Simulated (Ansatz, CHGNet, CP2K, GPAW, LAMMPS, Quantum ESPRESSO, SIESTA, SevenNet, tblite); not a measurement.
## Running glassy 40SiO2-28Al2O3-16Li2O-16SrO (mol %) (85 atoms) with CP2K

How do the settings of CP2K change the result for glassy 40SiO2-28Al2O3-16Li2O-16SrO (mol %) (85 atoms)? A plane-wave run serves as the yardstick.

Method: the method is named at each step, in CP2K 2026.2.

**1. Starting point**

The cell holds 85 atoms: 10 Si, 14 Al, 8 Li, 4 Sr and 49 O. Cell: a = 10.152 Å, b = 10.152 Å, c = 10.152 Å, α = 90.0°, β = 90.0°, γ = 90.0°. 85 atoms (10 Si, 14 Al, 8 Li, 4 Sr, 49 O) placed at random at 2.93 g/cm³, melted at 4000 K for 10 ps at fixed volume with the Morse and Coulomb pair potential with partial charges (Pedone, Malavasi, Menziani, Cormack and Segre, J. Phys. Chem. B 110, 11780 (2006)). Quenched from 4000 K to 300 K at 6 K/ps and fixed volume, held 5 ps, then minimised at fixed cell.

The yardstick, on the same geometry:

```
method                                           : Kohn-Sham DFT, PBE, SSSP efficiency 1.3.0 pseudopotentials, plane waves (Quantum ESPRESSO 7.5); sssp-pbe-1.3.0-efficiency, cutoffs 60/480 Ry, Γ point
r.m.s. force component                           : 0.7583 eV/Å
longest force                                    : 3.052 eV/Å
pressure                                         : 4.618 GPa
gap (highest filled to lowest empty level) : 3.671 eV
time                                             : 2.4 min on 4 MPI ranks of Arm Neoverse V2, shared host
CPU time                                         : 9.5 min
```

**2. PBE, DZVP-MOLOPT-SR, 600/50 Ry, diagonalisation**

Method: Kohn-Sham DFT, PBE, GTH-PBE pseudopotentials, Gaussian and plane waves, DZVP-MOLOPT-SR-GTH, diagonalisation.

input.inp

```
&GLOBAL
  PROJECT cell
  RUN_TYPE ENERGY_FORCE
  PRINT_LEVEL LOW
&END GLOBAL
&FORCE_EVAL
  METHOD QS
  STRESS_TENSOR ANALYTICAL
  &DFT
    BASIS_SET_FILE_NAME BASIS_MOLOPT
    POTENTIAL_FILE_NAME GTH_POTENTIALS
    &MGRID
      CUTOFF 600
      REL_CUTOFF 50
      NGRIDS 5
    &END MGRID
    &QS
      EPS_DEFAULT 1.0E-12
    &END QS
    &SCF
      SCF_GUESS ATOMIC
      EPS_SCF 1.0E-06
      MAX_SCF 200
      ADDED_MOS 14
      &DIAGONALIZATION
        ALGORITHM STANDARD
      &END DIAGONALIZATION
      &SMEAR ON
        METHOD FERMI_DIRAC
        ELECTRONIC_TEMPERATURE [K] 580
      &END SMEAR
      &MIXING
        METHOD BROYDEN_MIXING
        ALPHA 0.3
        NBROYDEN 8
      &END MIXING
      &PRINT
        &RESTART OFF
        &END RESTART
      &END PRINT
    &END SCF
    &XC
      &XC_FUNCTIONAL PBE
      &END XC_FUNCTIONAL
    &END XC
    &PRINT
      &MULLIKEN ON
      &END MULLIKEN
      &LOWDIN ON
      &END LOWDIN
      &HIRSHFELD ON
      &END HIRSHFELD
      &MO ON
        EIGENVALUES T
        OCCUPATION_NUMBERS T
        MO_INDEX_RANGE 209 232
        &EACH
          QS_SCF 0
        &END EACH
        ADD_LAST NUMERIC
      &END MO
    &END PRINT
  &END DFT
  &SUBSYS
    &CELL
      A 10.15170 0.00000 0.00000
      B 0.00000 10.15170 0.00000
      C 0.00000 0.00000 10.15170
    &END CELL
    &COORD
      SCALED
      Si 0.75706 0.32435 0.74161
      Si 0.11876 0.28916 0.66301
      Si 0.19136 0.46030 0.15665
      Si 0.27031 0.12093 0.87191
      Si 0.90786 0.20996 0.25280
      Si 0.08655 0.73274 0.84905
      Si 0.99995 0.79697 0.28788
      Si 0.71011 0.59982 0.66480
      Si 0.49346 0.33996 0.91758
      Si 0.59145 0.67399 0.25477
      Al 0.94300 0.46752 0.94742
      Al 0.30347 0.40753 0.44956
      Al 0.68605 0.63338 0.97838
      Al 0.47117 0.16583 0.38202
      Al 0.64041 0.15722 0.11237
      Al 0.84674 0.51848 0.21573
      Al 0.56611 0.94345 0.58459
      Al 0.44056 0.66725 0.51177
      Al 0.22421 0.17356 0.17984
      Al 0.37242 0.63387 0.96895
      Al 0.93897 0.81962 0.60087
      Al 0.72958 0.96033 0.31735
      Al 0.86665 0.11696 0.55115
      Al 0.59505 0.89263 0.91202
      Li 0.24208 0.56061 0.71390
      Li 0.26281 0.67930 0.28474
      Li 0.89613 0.80438 0.05298
      Li 0.11009 0.95217 0.08834
      Li 0.45977 0.39843 0.19309
      Li 0.37026 0.82262 0.76915
      Li 0.54841 0.14173 0.71860
      Li 0.61596 0.45004 0.44040
      Sr 0.22546 0.98377 0.54641
      Sr 0.89596 0.05736 0.87895
      Sr 0.39661 0.91037 0.15643
      Sr 0.98815 0.52102 0.49470
      O 0.70217 0.93233 0.48266
      O 0.27653 0.58676 0.11304
      O 0.45654 0.66613 0.33741
      O 0.70550 0.57680 0.30763
      O 0.93459 0.98456 0.63026
      O 0.85332 0.12505 0.37805
      O 0.80449 0.52388 0.05057
      O 0.00124 0.79556 0.44300
      O 0.61376 0.32342 0.81225
      O 0.23634 0.08691 0.02623
      O 0.32071 0.55288 0.53808
      O 0.14902 0.19432 0.78988
      O 0.06254 0.43860 0.07108
      O 0.43401 0.82675 0.56309
      O 0.55875 0.29956 0.05956
      O 0.86870 0.33962 0.85266
      O 0.05881 0.17547 0.22377
      O 0.88511 0.36588 0.28246
      O 0.82103 0.69929 0.62471
      O 0.23646 0.68207 0.86669
[... 25 atom lines left out ...]
      O 0.58559 0.60582 0.57239
      O 0.58975 0.03352 0.00993
      O 0.23810 0.28644 0.55357
      O 0.30367 0.99861 0.78829
    &END COORD
    &KIND Si
      BASIS_SET DZVP-MOLOPT-SR-GTH-q4
      POTENTIAL GTH-PBE-q4
    &END KIND
    &KIND Al
      BASIS_SET DZVP-MOLOPT-SR-GTH-q3
      POTENTIAL GTH-PBE-q3
    &END KIND
    &KIND Li
      BASIS_SET DZVP-MOLOPT-SR-GTH-q3
      POTENTIAL GTH-PBE-q3
    &END KIND
    &KIND Sr
      BASIS_SET DZVP-MOLOPT-SR-GTH-q10
      POTENTIAL GTH-PBE-q10
    &END KIND
    &KIND O
      BASIS_SET DZVP-MOLOPT-SR-GTH-q6
      POTENTIAL GTH-PBE-q6
    &END KIND
  &END SUBSYS
  &PRINT
    &FORCES ON
    &END FORCES
    &STRESS_TENSOR ON
    &END STRESS_TENSOR
  &END PRINT
&END FORCE_EVAL
```

The run is started by

```bash
$ OMP_NUM_THREADS=1 mpirun -np 4 cp2k.psmp -i input.inp > output.txt
```

Numbers of over 12 decimals in the logs are rounded to 6 here.

Log:

```text
CP2K| version string:                                       CP2K version 2026.2
 CP2K| Input file name                                                 input.inp
 GLOBAL| Basis set file name                                        BASIS_MOLOPT
 GLOBAL| Potential file name                                      GTH_POTENTIALS
 GLOBAL| Run type                                                   ENERGY_FORCE
 GLOBAL| Total number of message passing processes                             4
 GLOBAL| Number of threads for this process                                    1
 TOTAL NUMBERS AND MAXIMUM NUMBERS
  Total number of            - Atomic kinds:                                   5
                             - Atoms:                                         85
                             - Shell sets:                                    85
                             - Shells:                                       421
                             - Primitive Cartesian functions:                405
                             - Cartesian basis functions:                   1130
                             - Spherical basis functions:                   1053
  Maximum angular momentum of- Orbital basis functions:                        2
                             - Local part of the GTH pseudopotential:          6
                             - Non-local part of the GTH pseudopotential:      3
 SCF PARAMETERS         Density guess:                                    ATOMIC
                        max_scf:                                             200
                        eps_scf:                                        1.00E-06
                        added MOs                                        14    0
                        Mixing method:                            BROYDEN_MIXING
                                                charge density mixing in g-space
                        Smear method:                                FERMI_DIRAC
                        Electronic temperature [K]:                        580.0
                        Electronic temperature [a.u.]:                  1.84E-03
                        Accuracy threshold:                             1.00E-10
 Extrapolation method: initial_guess
 Number of electrons:                                                        440
 Number of occupied orbitals:                                                220
 Number of molecular orbitals:                                               234
 Number of orbital functions:                                               1053
 Number of independent orbital functions:                                   1053
 SCF WAVEFUNCTION OPTIMIZATION
  Step     Update method      Time    Convergence         Total energy    Change
     1 NoMix/Diag. 0.30E+00    2.9     1.93727521     -1043.1373813616 -1.04E+03
     2 Broy./Diag. 0.30E+00    3.7     0.27707351      -959.5324923863  8.36E+01
     3 Broy./Diag. 0.30E+00    3.7     0.10267758     -1028.1127908422 -6.86E+01
     4 Broy./Diag. 0.30E+00    3.8     0.02011602     -1042.3094924593 -1.42E+01
[...]
15 Broy./Diag. 0.30E+00    3.8     0.00000163     -1041.6279042665 -3.08E-05
    16 Broy./Diag. 0.30E+00    3.8     0.00000057     -1041.6278920898  1.22E-05
  *** SCF run converged in    16 steps ***
  Electronic density on regular grids:       -440.0000000000        0.0000000000
  Core density on regular grids:              439.9999999996       -0.0000000004
  Total charge density on r-space grids:       -0.0000000004
  Total charge density g-space grids:          -0.0000000004
  Overlap energy of the core charge distribution:               6.39967e-07
  Self energy of the core charge distribution:              -2502.206669
  Core Hamiltonian energy:                                    686.230331
  Hartree energy:                                            1007.649336
  Exchange-correlation energy:                               -233.300892
  Electronic entropic energy:                                  -0.000000
  Fermi energy:                                                 0.202240
  Total energy:                                             -1041.627892
  Total energy (extrapolated to T->0):                      -1041.627892
 MO| EIGENVALUES AND OCCUPATION NUMBERS
 MO|
 MO|  Index      Eigenvalue [a.u.]        Eigenvalue [eV]             Occupation
 MO|    209               0.097741               2.659657               2.000000
 MO|    210               0.101638               2.765723               2.000000
 MO|    211               0.102801               2.797346               2.000000
[...]
MO|    231               0.343531               9.347956               0.000000
 MO|    232               0.345514               9.401924               0.000000
 MO| Sum:                                                             440.000000
 MO| E(Fermi):            0.202240 a.u.          5.503227 eV
 MO| Band gap:            0.131679 a.u.          3.583180 eV
 !-----------------------------------------------------------------------------!
                     Mulliken Population Analysis
 #  Atom  Element  Kind  Atomic population                           Net charge
       1     Si       1          3.307030                              0.692970
       2     Si       1          3.422605                              0.577395
       3     Si       1          3.310474                              0.689526
[...]
# Total charge                            440.000000                 -0.000000
 !-----------------------------------------------------------------------------!
 !-----------------------------------------------------------------------------!
                           Hirshfeld Charges
  #Atom  Element  Kind  Ref Charge     Population                    Net charge
      1       Si     1       4.000          3.030                         0.970
      2       Si     1       4.000          2.997                         1.003
      3       Si     1       4.000          3.119                         0.881
[...]
84       O      5       6.000          6.309                        -0.309
     85       O      5       6.000          6.123                        -0.123
  Total Charge                                                           -0.000
 !-----------------------------------------------------------------------------!
 LOWDIN POPULATION ANALYSIS
 #  Atom  Element  Kind  Atomic population                           Net charge
[...]
84     O        5          6.521756                             -0.521756
      85     O        5          6.663758                             -0.663758
 # Total charge                            440.000000                 -0.000000
 ENERGY| Total FORCE_EVAL ( QS ) energy [hartree]          -1041.627904
 FORCES| Atomic forces [hartree/bohr]
 FORCES|   Atom     x               y               z               |f|
 FORCES|      1  6.06293309E-03  2.26053834E-02  1.80103549E-02   2.95319387E-02
 FORCES|      2  1.47301540E-02  3.18677242E-04 -1.45286806E-02   2.06920650E-02
 FORCES|      3 -4.95997382E-04 -1.46080932E-02  4.23406513E-03   1.52174146E-02
[...]
FORCES|     84  1.63619301E-02 -1.90269531E-02 -6.79232751E-03   2.59975655E-02
 FORCES|     85  1.17419716E-02 -4.17501904E-02 -3.24937245E-02   5.41921989E-02
 FORCES| Sum    -6.02111140E-03  3.83422867E-03  7.53781605E-03
 FORCES| Total atomic force                                       1.03814143E-02
 STRESS| Analytical stress tensor [bar]
 STRESS|                        x                   y                   z
 STRESS|      x        3.64494329150E+04  -6.55499418199E+03  -2.56714569378E+02
 STRESS|      y       -6.55499418199E+03   4.81199950316E+04   9.81294234286E+03
 STRESS|      z       -2.56714569378E+02   9.81294234286E+03   4.53388745313E+04
 STRESS| 1/3 Trace                                             4.33027674927E+04
```

Run time: 72 s. Hardware: 4 MPI ranks of Arm Neoverse V2, shared host; peak memory 3.9 GiB; 4.8 min of CPU time.

Banners, paths, timers and routine set-up lines are dropped from the logs unmarked, and long logs keep their key lines alone; longer cuts are marked.

Numbers from this run, and their distance from the reference:

```yaml
r_m_s_force_component: 0.746 eV/Å
r_m_s_difference_of_force_components: 82.45 meV/Å
longest_difference_of_force_vectors: 315 meV/Å
force_difference_over_r_m_s_force: 10.87 %
slope_of_forces_against_the_reference_s: 0.9781
correlation_of_force_components: 0.9941
spacing_of_highest_filled_and_lowest_empty_level: 3.583 eV
gap_difference: -0.0876 eV
pressure: 4.33 GPa
pressure_difference: -0.288 GPa
```

Length of the force difference by element (eV/Å):

```tsv
element	atoms	mean	most
Al	14	0.13	0.23
Li	8	0.069	0.096
O	49	0.12	0.32
Si	10	0.20	0.31
Sr	4	0.071	0.16
```

Levels nearest the highest filled one (eV from it): -0.85, -0.75, -0.72, -0.66, -0.61, -0.49, -0.40, -0.37, -0.35, -0.30, -0.07, 0.00, 3.58, 4.72, 5.13, 5.18, 5.31, 5.36, 5.52, 5.59, 5.66, 5.73, 5.83, 5.89.

The surroundings of O53, which has 2 bonded neighbours where the commonest count for O is 3, nearest first, numbered as they follow in the input and with coordinates relative to it.

```tsv
atom	x	y	z	distance (Å)	bonds	Mulliken charge (e)	Fx	Fy	Fz (eV/Å)
O53	0.00	0.00	0.00	0.00	2	-0.56	0.51	-0.86	-0.26
Si5	-1.53	0.35	0.29	1.60	4	0.73	-0.10	0.37	-0.30
Al19	1.68	-0.02	-0.45	1.74	4	1.16	-0.41	1.48	0.07
O42	-2.09	-0.51	1.57	2.66	3	-0.64	-0.72	-0.62	0.22
O70	-2.50	-0.04	-0.98	2.68	3	-0.65	0.36	-0.38	-0.94
O54	-1.76	1.93	0.60	2.68	3	-0.62	0.02	0.76	0.97
Li28	0.52	-2.27	-1.37	2.70	3	0.65	-0.26	-0.59	-0.21
O46	1.80	-0.90	-2.01	2.84	4	-0.74	-0.59	-1.04	1.08
O57	2.24	1.56	-0.85	2.86	3	-0.62	1.42	-0.37	-0.47
O73	2.73	-0.68	0.77	2.92	4	-0.78	-0.27	-1.29	0.10
```

Forces lie 11 % from the reference's, at 0.50 times its CPU time.

The forces add up to 0.53 eV/Å instead of zero, usually a sign of too coarse a grid.

**3. PBE, DZVP-MOLOPT-SR, 600/50 Ry, TRS4 filter 1e-07, SCF 1e-07**

Method: Kohn-Sham DFT, PBE, GTH-PBE pseudopotentials, Gaussian and plane waves, DZVP-MOLOPT-SR-GTH, linear-scaling purification of the density matrix.

input.inp

```
&GLOBAL
  PROJECT cell
  RUN_TYPE ENERGY_FORCE
  PRINT_LEVEL LOW
&END GLOBAL
&FORCE_EVAL
  METHOD QS
  STRESS_TENSOR ANALYTICAL
  &DFT
    BASIS_SET_FILE_NAME BASIS_MOLOPT
    POTENTIAL_FILE_NAME GTH_POTENTIALS
    &MGRID
      CUTOFF 600
      REL_CUTOFF 50
      NGRIDS 5
    &END MGRID
    &QS
      EPS_DEFAULT 1.0E-10
      LS_SCF T
    &END QS
    &LS_SCF
      PURIFICATION_METHOD TRS4
      EPS_FILTER 1.0E-07
      EPS_SCF 1.0E-07
      MAX_SCF 60
      S_PRECONDITIONER ATOMIC
      MIXING_FRACTION 0.45
      REPORT_ALL_SPARSITIES F
    &END LS_SCF
    &XC
      &XC_FUNCTIONAL PBE
      &END XC_FUNCTIONAL
    &END XC
    &PRINT
      &MULLIKEN ON
      &END MULLIKEN
    &END PRINT
  &END DFT
  &SUBSYS
    &CELL
      A 10.15170 0.00000 0.00000
      B 0.00000 10.15170 0.00000
      C 0.00000 0.00000 10.15170
    &END CELL
    &COORD
      Si 7.68545 3.29270 7.52860
      Si 1.20562 2.93547 6.73068
      Si 1.94263 4.67283 1.59026
      Si 2.74411 1.22765 8.85137
      Si 9.21632 2.13145 2.56635
      Si 0.87863 7.43856 8.61930
      Si 10.15119 8.09060 2.92247
      Si 7.20882 6.08919 6.74885
      Si 5.00946 3.45117 9.31500
      Si 6.00422 6.84214 2.58635
      Al 9.57305 4.74612 9.61792
      Al 3.08074 4.13712 4.56380
      Al 6.96457 6.42988 9.93222
      Al 4.78318 1.68346 3.87815
      Al 6.50125 1.59605 1.14075
      Al 8.59585 5.26345 2.19003
      Al 5.74698 9.57762 5.93458
      Al 4.47243 6.77372 5.19534
      Al 2.27611 1.76193 1.82568
      Al 3.78070 6.43486 9.83649
[... 61 atom lines left out ...]
      O 5.94473 6.15010 5.81073
      O 5.98697 0.34028 0.10081
      O 2.41712 2.90785 5.61968
      O 3.08277 10.13759 8.00248
    &END COORD
    &KIND Si
      BASIS_SET DZVP-MOLOPT-SR-GTH-q4
      POTENTIAL GTH-PBE-q4
    &END KIND
    &KIND Al
      BASIS_SET DZVP-MOLOPT-SR-GTH-q3
      POTENTIAL GTH-PBE-q3
    &END KIND
    &KIND Li
      BASIS_SET DZVP-MOLOPT-SR-GTH-q3
      POTENTIAL GTH-PBE-q3
    &END KIND
    &KIND Sr
      BASIS_SET DZVP-MOLOPT-SR-GTH-q10
      POTENTIAL GTH-PBE-q10
    &END KIND
    &KIND O
      BASIS_SET DZVP-MOLOPT-SR-GTH-q6
      POTENTIAL GTH-PBE-q6
    &END KIND
  &END SUBSYS
  &PRINT
    &FORCES ON
    &END FORCES
    &STRESS_TENSOR ON
    &END STRESS_TENSOR
  &END PRINT
&END FORCE_EVAL
```

Log:

```text
CP2K| version string:                                       CP2K version 2026.2
 CP2K| Input file name                                                 input.inp
 GLOBAL| Basis set file name                                        BASIS_MOLOPT
 GLOBAL| Potential file name                                      GTH_POTENTIALS
[... lines left out ...]
 Re-scaling the density matrix to get the right number of electrons
[... lines left out ...]
 SCF run converged in     9 steps.
[... lines left out ...]
 ENERGY| Total FORCE_EVAL ( QS ) energy [hartree]          -1041.627874
[... lines left out ...]
 FORCES|      1  6.01379854E-03  2.26473066E-02  1.79302812E-02   2.95052750E-02
 FORCES|      2  1.48729126E-02 -5.12998449E-04 -1.46969479E-02   2.09157112E-02
 FORCES|      3 -4.33622354E-04 -1.47100895E-02  4.27423577E-03   1.53246159E-02
[...]
FORCES|     84  1.62918091E-02 -1.87985360E-02 -6.71211871E-03   2.57654912E-02
 FORCES|     85  1.19238737E-02 -4.22356007E-02 -3.28037055E-02   5.47914940E-02
 FORCES| Sum    -6.02192656E-03  3.83674485E-03  7.53743883E-03
 FORCES| Total atomic force                                       1.03825428E-02
 STRESS| Analytical stress tensor [bar]
 STRESS|                        x                   y                   z
 STRESS|      x        3.63571658424E+04  -6.50652837521E+03  -2.69293590648E+02
 STRESS|      y       -6.50652837521E+03   4.81609588932E+04   9.90719309087E+03
 STRESS|      z       -2.69293590648E+02   9.90719309087E+03   4.51757312012E+04
 STRESS| 1/3 Trace                                             4.32312853122E+04
```

Elapsed: 44 s, on 4 MPI ranks; peak memory 2.6 GiB.

Compared with the plane-wave run:

| Quantity | Value |
| --- | --- |
| r.m.s. force component | 0.7473 eV/Å |
| r.m.s. difference of force components | 79.8 meV/Å |
| longest difference of force vectors | 304.5 meV/Å |
| force difference over r.m.s. force | 10.52 % |
| slope of forces against the reference's | 0.9801 |
| correlation of force components | 0.9945 |
| pressure | 4.323 GPa |
| pressure difference | -0.2952 GPa |
| energy less the same-level run's | 0.0093 meV/atom |
| r.m.s. force difference from the same-level run | 7.005 meV/Å |

Against the first run (11 %), the force difference from the reference is 11 %, at 0.61 times the CPU time (9 SCF steps against 16): another solver or mixer reaches the same state.

The forces add up to 0.53 eV/Å instead of zero, usually a sign of too coarse a grid.

[end of part 1 of 3]

[Also dropped from logs without a mark: logging warnings of Python, and SIESTA's first energy breakdown and zero terms.]

[Logs are printed without paths, hosts, clocks, repeated set-up lines and the standing remarks that a program may print on its own settings, such as how far it seeks lower states.]

[Hosts, paths, dates, database ids (printed as entryN), source tags and the programs' standing remarks are cut or masked in the printed files.]
